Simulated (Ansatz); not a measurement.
# Starting-point dependence of the GW gap of Si3N4 (I-43d), part 2 of 2

Aim: G0W0 for Si3N4 (I-43d) on several starting functionals, at one mesh, band count and screening cutoff.

Ansatz 0.2.0; G0W0 on several functionals, plane waves, PAW. Known limits of the many-body steps: not at the basis limit.

So far. Step 3 (G0W0 on r2SCAN): Against the run with 4×4×4 mesh, 308 empty bands, screening to 100 eV, PAW set soft_1 files on LDA, the gap moves by +0.26 eV, while the start moved by +0.79 eV. Step 4 (G0W0 on HSE06): Against the run with 4×4×4 mesh, 308 empty bands, screening to 100 eV, PAW set soft_1 files on r2SCAN, the gap moves by +0.33 eV, while the start moved by +0.78 eV.

In doubt: masses and optical values from hybrid runs of this build are listed as unsure (steps 4, 5, 6), which bears on the screening that GW takes from such a start.

## Step 5: G0W0 on PBE0

This step: G0W0 on PBE0, plane waves, PAW; PAW set soft_1.

File input.yaml:

```yaml
crystal:
  lattice:
    - [-3.23735, 3.23735, 3.23735]
    - [3.23735, -3.23735, 3.23735]
    - [3.23735, 3.23735, -3.23735]
  atoms:
    - { symbol: Si, position: [0.25, 0.125, 0.875] }
    - { symbol: Si, position: [0.875, 0.25, 0.125] }
    - { symbol: Si, position: [0.75, 0.375, 0.625] }
    - { symbol: Si, position: [0.625, 0.75, 0.375] }
    - { symbol: Si, position: [0.125, 0.875, 0.25] }
    - { symbol: Si, position: [0.375, 0.625, 0.75] }
    - { symbol: "N", position: [0.5628, 0.5628, 0.5628] }
    - { symbol: "N", position: [0.4372, 0.5, 0.0] }
    - { symbol: "N", position: [0.5, 0.0, 0.9372] }
    - { symbol: "N", position: [0.0, 0.4372, 0.5] }
    - { symbol: "N", position: [0.9372, 0.5, 0.0] }
    - { symbol: "N", position: [0.0628, 0.0628, 0.0628] }
    - { symbol: "N", position: [0.0, 0.9372, 0.5] }
    - { symbol: "N", position: [0.5, 0.0, 0.4372] }
kpoints:
  mp_grid: { grid: [4, 4, 4] }
hamiltonian:
  xc: pbe0
  pseudopotentials: { kind: paw, azcp: { folder: soft_1 } }
scf:
  occupations: { method: fixed }
gw:
  n_empty_bands: 308
  ecut_chi: 100
  qp_bands: [v4, c4]
  qp_kpoints: band_edges
  screening: { model: contour_deformation }
```

Command:

```
ansatz run input.yaml --threads 3 --pin off --max-ram 92160MiB --backend cuda --events-out ev --progress --plain --runs-dir out --devices 1 --max-vram 13GiB
```

Numbers of over 12 decimals in the logs are rounded to 6 here.

Log:

```text
GPUs: using 1 of 1 available (devices: 1).
[...]
GPU FFT provider: cuFFT
GPU libraries: cuBLAS 13.8.2, cuFFT 12.4.0, cuSOLVER 12.3.4
Crystal: 14 atoms, lattice volume = 135.715 Å³
Basis set: ecut = 420 eV, 2659 PW (Γ)
Bands: 46, of which v1, the nominal top of the filled ones, is band 32 counted from 1 (31 counted from 0)
Symmetry: 24 space group operations
[...]
k-points: 8 of 64 (time reversal used)
[...]
0    35     14.9008    -8.4365    -3.9974   -12.8130  0.8543    15.2806    15.2799  root
     0    36     14.9008    -8.4365    -3.9974   -12.8130  0.8543    15.2806    15.2799  root
[...]
7    33     15.6339    -6.5733    -4.1678   -10.9974  0.8570    15.8905    15.8902  root
     7    34     15.6339    -6.5733    -4.1678   -10.9974  0.8570    15.8905    15.8902  root
     7    35     15.6339    -6.5733    -4.1678   -10.9974  0.8570    15.8905    15.8902  root
     7    36     15.6339    -6.5733    -4.1678   -10.9974  0.8570    15.8905    15.8902  root
[key lines of the parts left out:]
Free energy (F): -6905.278861 eV
Fermi energy:    7.980098 eV
```

Elapsed: 63 s, on 1 × NVIDIA H100 80GB HBM3 (shared by 6 runs) with 3 threads of AMD EPYC 7R13 (Zen 3), shared host; peak memory 1.8 GiB.

Numbers from this step:

| Property | Result |
| --- | --- |
| bands summed | 340 |
| RPA ε∞ on this mesh (eigenvalues) | 3.601, 3.601, 3.601 |
| plane waves in the screening matrix | 321 |
| G0W0 gap on the mesh | 6.209 eV |
| k of the valence top | 0, 0, -0.5 |
| k of the conduction bottom | 0.25, 0.25, -0.25 |
| starting gap on the mesh | 6.263 eV |
| least direct G0W0 gap on the computed points | 6.478 eV |

Against the run with 4×4×4 mesh, 308 empty bands, screening to 100 eV, PAW set soft_1 files on HSE06, the gap moves by +0.20 eV, while the start moved by +0.76 eV.

## Step 6: G0W0 on Hartree-Fock

This step: G0W0 on Hartree-Fock, plane waves, PAW; PAW set soft_1.

input.yaml, as its differences from that of step 5:

```diff
@@ -23,3 +23,3 @@
 hamiltonian:
-  xc: pbe0
+  xc: hf
   pseudopotentials: { kind: paw, azcp: { folder: soft_1 } }
```

Log:

```text
GPUs: using 1 of 1 available (devices: 1).
[...]
GPU FFT provider: cuFFT
GPU libraries: cuBLAS 13.8.2, cuFFT 12.4.0, cuSOLVER 12.3.4
Crystal: 14 atoms, lattice volume = 135.715 Å³
Basis set: ecut = 420 eV, 2659 PW (Γ)
Bands: 46, of which v1, the nominal top of the filled ones, is band 32 counted from 1 (31 counted from 0)
Symmetry: 24 space group operations
[...]
k-points: 8 of 64 (time reversal used)
[...]
0    35     19.4690    -7.5357    -3.1182    -7.5448  0.9088    16.3771    16.3598  root
     0    36     19.4690    -7.5357    -3.1182    -7.5448  0.9088    16.3771    16.3598  root
[...]
7    33     20.1896    -5.9211    -3.2158    -5.9287  0.9104    17.0003    16.9813  root
     7    34     20.1896    -5.9211    -3.2158    -5.9287  0.9104    17.0003    16.9813  root
     7    35     20.1896    -5.9211    -3.2158    -5.9287  0.9104    17.0003    16.9813  root
     7    36     20.1896    -5.9211    -3.2158    -5.9287  0.9104    17.0003    16.9813  root
[key lines of the parts left out:]
Free energy (F): -6777.937024 eV
Fermi energy:    5.172251 eV
```

The job ended after 84 s (1 × NVIDIA H100 80GB HBM3 (shared by 6 runs) with 3 threads; peak memory 1.9 GiB).

This step gave:

- bands summed: 340
- RPA ε∞ on this mesh (eigenvalues): 2.393, 2.393, 2.393
- plane waves in the screening matrix: 321
- G0W0 gap on the mesh: 7.928 eV
- k of the valence top: 0, 0, -0.5
- k of the conduction bottom: 0.25, 0.25, -0.25
- starting gap on the mesh: 13.42 eV
- least direct G0W0 gap on the computed points: 8.192 eV

Against the run with 4×4×4 mesh, 308 empty bands, screening to 100 eV, PAW set soft_1 files on PBE0, the gap moves by +1.72 eV, while the start moved by +7.16 eV.

## Step 7: Side by side

All on the 4×4×4 mesh with 308 empty bands and screening to 100 eV. Times are wall times on 1 × NVIDIA H100 80GB HBM3 (shared by 6 runs) with 3 threads of AMD EPYC 7R13 (Zen 3), shared host, good to a factor of about two.

| start | starting gap (eV) | shift (eV) | G0W0 gap (eV) | RPA ε∞ (harmonic mean) | Z (valence, conduction) | time |
| --- | --- | --- | --- | --- | --- | --- |
| LDA | 3.94 | +1.48 | 5.42 | 4.56 | 0.79, 0.83 | 14 s |
| r2SCAN | 4.73 | +0.96 | 5.69 | 4.06 | 0.80, 0.85 | 27 s |
| HSE06 | 5.51 | +0.51 | 6.01 | 3.78 | 0.82, 0.86 | 76 s |
| PBE0 | 6.26 | −0.05 | 6.21 | 3.60 | 0.82, 0.86 | 63 s |
| Hartree-Fock | 13.42 | −5.50 | 7.93 | 2.39 | 0.89, 0.91 | 84 s |

The parts of the quasiparticle energy at the two band edges (eV; QP = start + Σx + Σc − Vxc):

| run | edge | start | Σx | Σc | Vxc | Z | QP |
| --- | --- | --- | --- | --- | --- | --- | --- |
| LDA | valence top | 9.04 | -21.81 | 3.41 | -17.94 | 0.79 | 8.59 |
| LDA | conduction bottom | 12.98 | -6.79 | -4.33 | -12.16 | 0.83 | 14.01 |
| r2SCAN | valence top | 9.07 | -21.95 | 3.38 | -18.11 | 0.80 | 8.62 |
| r2SCAN | conduction bottom | 13.80 | -6.58 | -4.12 | -11.20 | 0.85 | 14.31 |
| HSE06 | valence top | 8.38 | -21.92 | 3.19 | -18.71 | 0.82 | 8.36 |
| HSE06 | conduction bottom | 13.88 | -6.49 | -4.06 | -11.03 | 0.86 | 14.37 |
| PBE0 | valence top | 7.98 | -21.93 | 3.09 | -19.12 | 0.82 | 8.25 |
| PBE0 | conduction bottom | 14.24 | -6.48 | -3.97 | -10.66 | 0.86 | 14.46 |

For a hybrid start, Vxc holds its share of exact exchange.

## Step 8: Outcome

- G0W0@LDA: 5.42 eV (start 3.94 eV)
- G0W0@r2SCAN: 5.69 eV (start 4.73 eV)
- G0W0@HSE06: 6.01 eV (start 5.51 eV)
- G0W0@PBE0: 6.21 eV (start 6.26 eV)
- G0W0@Hartree-Fock: 7.93 eV (start 13.42 eV)
- known limits: not at the basis limit

What this shows: The starting gaps span 9.48 eV and the G0W0 gaps 2.50 eV. Between LDA and Hartree-Fock, 2.50 eV of the 9.48 eV survives, 26 %. Hartree-Fock screens less than LDA (ε∞ 2.39 against 4.56). Of the 2.50 eV by which its G0W0 gap is higher, the correlation part gives +2.23 eV, and exchange with the one-particle terms, which follow the orbitals, +0.28 eV. On Hartree-Fock the correction is negative: that start lies above its own G0W0 value. The smallest correction, −0.05 eV, is on PBE0, the start nearest to reproducing itself. Bands and cutoff are finite, so the gap is not at the basis limit. The miss can reach some tenths of an eV and take either sign; the mesh is an error of its own.

[Paths, hosts, dates, memory and timing lines, banners, echoed tables and standing remarks are left out of the program output.]

[Logs are printed without paths, hosts, clocks, repeated set-up lines and the standing remarks that a program may print on its own settings, such as how far it seeks lower states.]

[Runs of the session that timed out or met a known fault of the program may be left out.]

[Cells called generated may have been cut or substituted from an entry of the Crystallography Open Database or the Materials Project.]

[Hosts, paths, dates, database ids (printed as entryN), source tags and the programs' standing remarks are cut or masked in the printed files.]
